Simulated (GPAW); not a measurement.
# Surface energy and work function of Li(110) from slabs of 3 to 12 layers (RPBE)

How do energy and work function of Li(110) films settle with thickness, and what surface energy follows?

**Method.** GPAW 26.7.0, plane waves at 450 eV with PAW setups; symmetric 1×1 slabs cut at the tabulated lattice constant (two decimals; low-temperature values for the alkali metals), atoms at bulk places, 7.5 Å of vacuum on each side, one in-plane mesh for all thicknesses, Fermi-Dirac smearing of 0.1 eV. Energies are extrapolated to zero smearing and count from the program's reference atoms. Functional RPBE. The cell's area is 8.613 Å².

The runs, one held back:

| layers | energy (eV) | work function (eV) |
| --- | --- | --- |
| 3 | −4.8934 | 3.29 |
| 4 | −6.6928 | 3.24 |
| 5 | −8.4868 | 3.22 |
| 6 | −10.2841 | 3.20 |
| 7 | −12.0805 | 3.20 |
| 8 | −13.8761 | 3.20 |
| 9 | −15.6714 | 3.20 |
| 10 | −17.4671 | 3.20 |
| 11 | −19.2611 | 3.20 |
| 12 | ? | ? |

**Question.** What surface energy do these runs give, and what energy and work function should the 12-layer slab have?

**Working.** A slab of n layers has E(n) = nε + 2Aγ once its middle is bulk-like. A line through n = 6 to 11 has the slope ε = −1.7954 eV a layer and the intercept 2Aγ = 0.4878 eV (r.m.s. residual 0.6 meV). So γ = 0.4878 / (2 × 8.613 Å²) = 0.0283 eV/Å² = 0.45 J/m², with a standard error of under 0.01 J/m² from the scatter about the line. For 12 layers: 0.4878 + 12 × (−1.7954) = −21.057 eV; the run gives −21.058 eV, 0.8 meV under the line. The work function has no such law: from 6 to 11 layers it stays at 3.20 eV, and the 12-layer slab gives 3.21 eV. The thinnest slab, 3 layers, lies +0.09 eV from that mean.

**Limits.** The surfaces are unrelaxed, so γ is an upper bound for this functional and lattice constant. The tabulated lattice constant isn't the functional's own, which strains the slab a little.
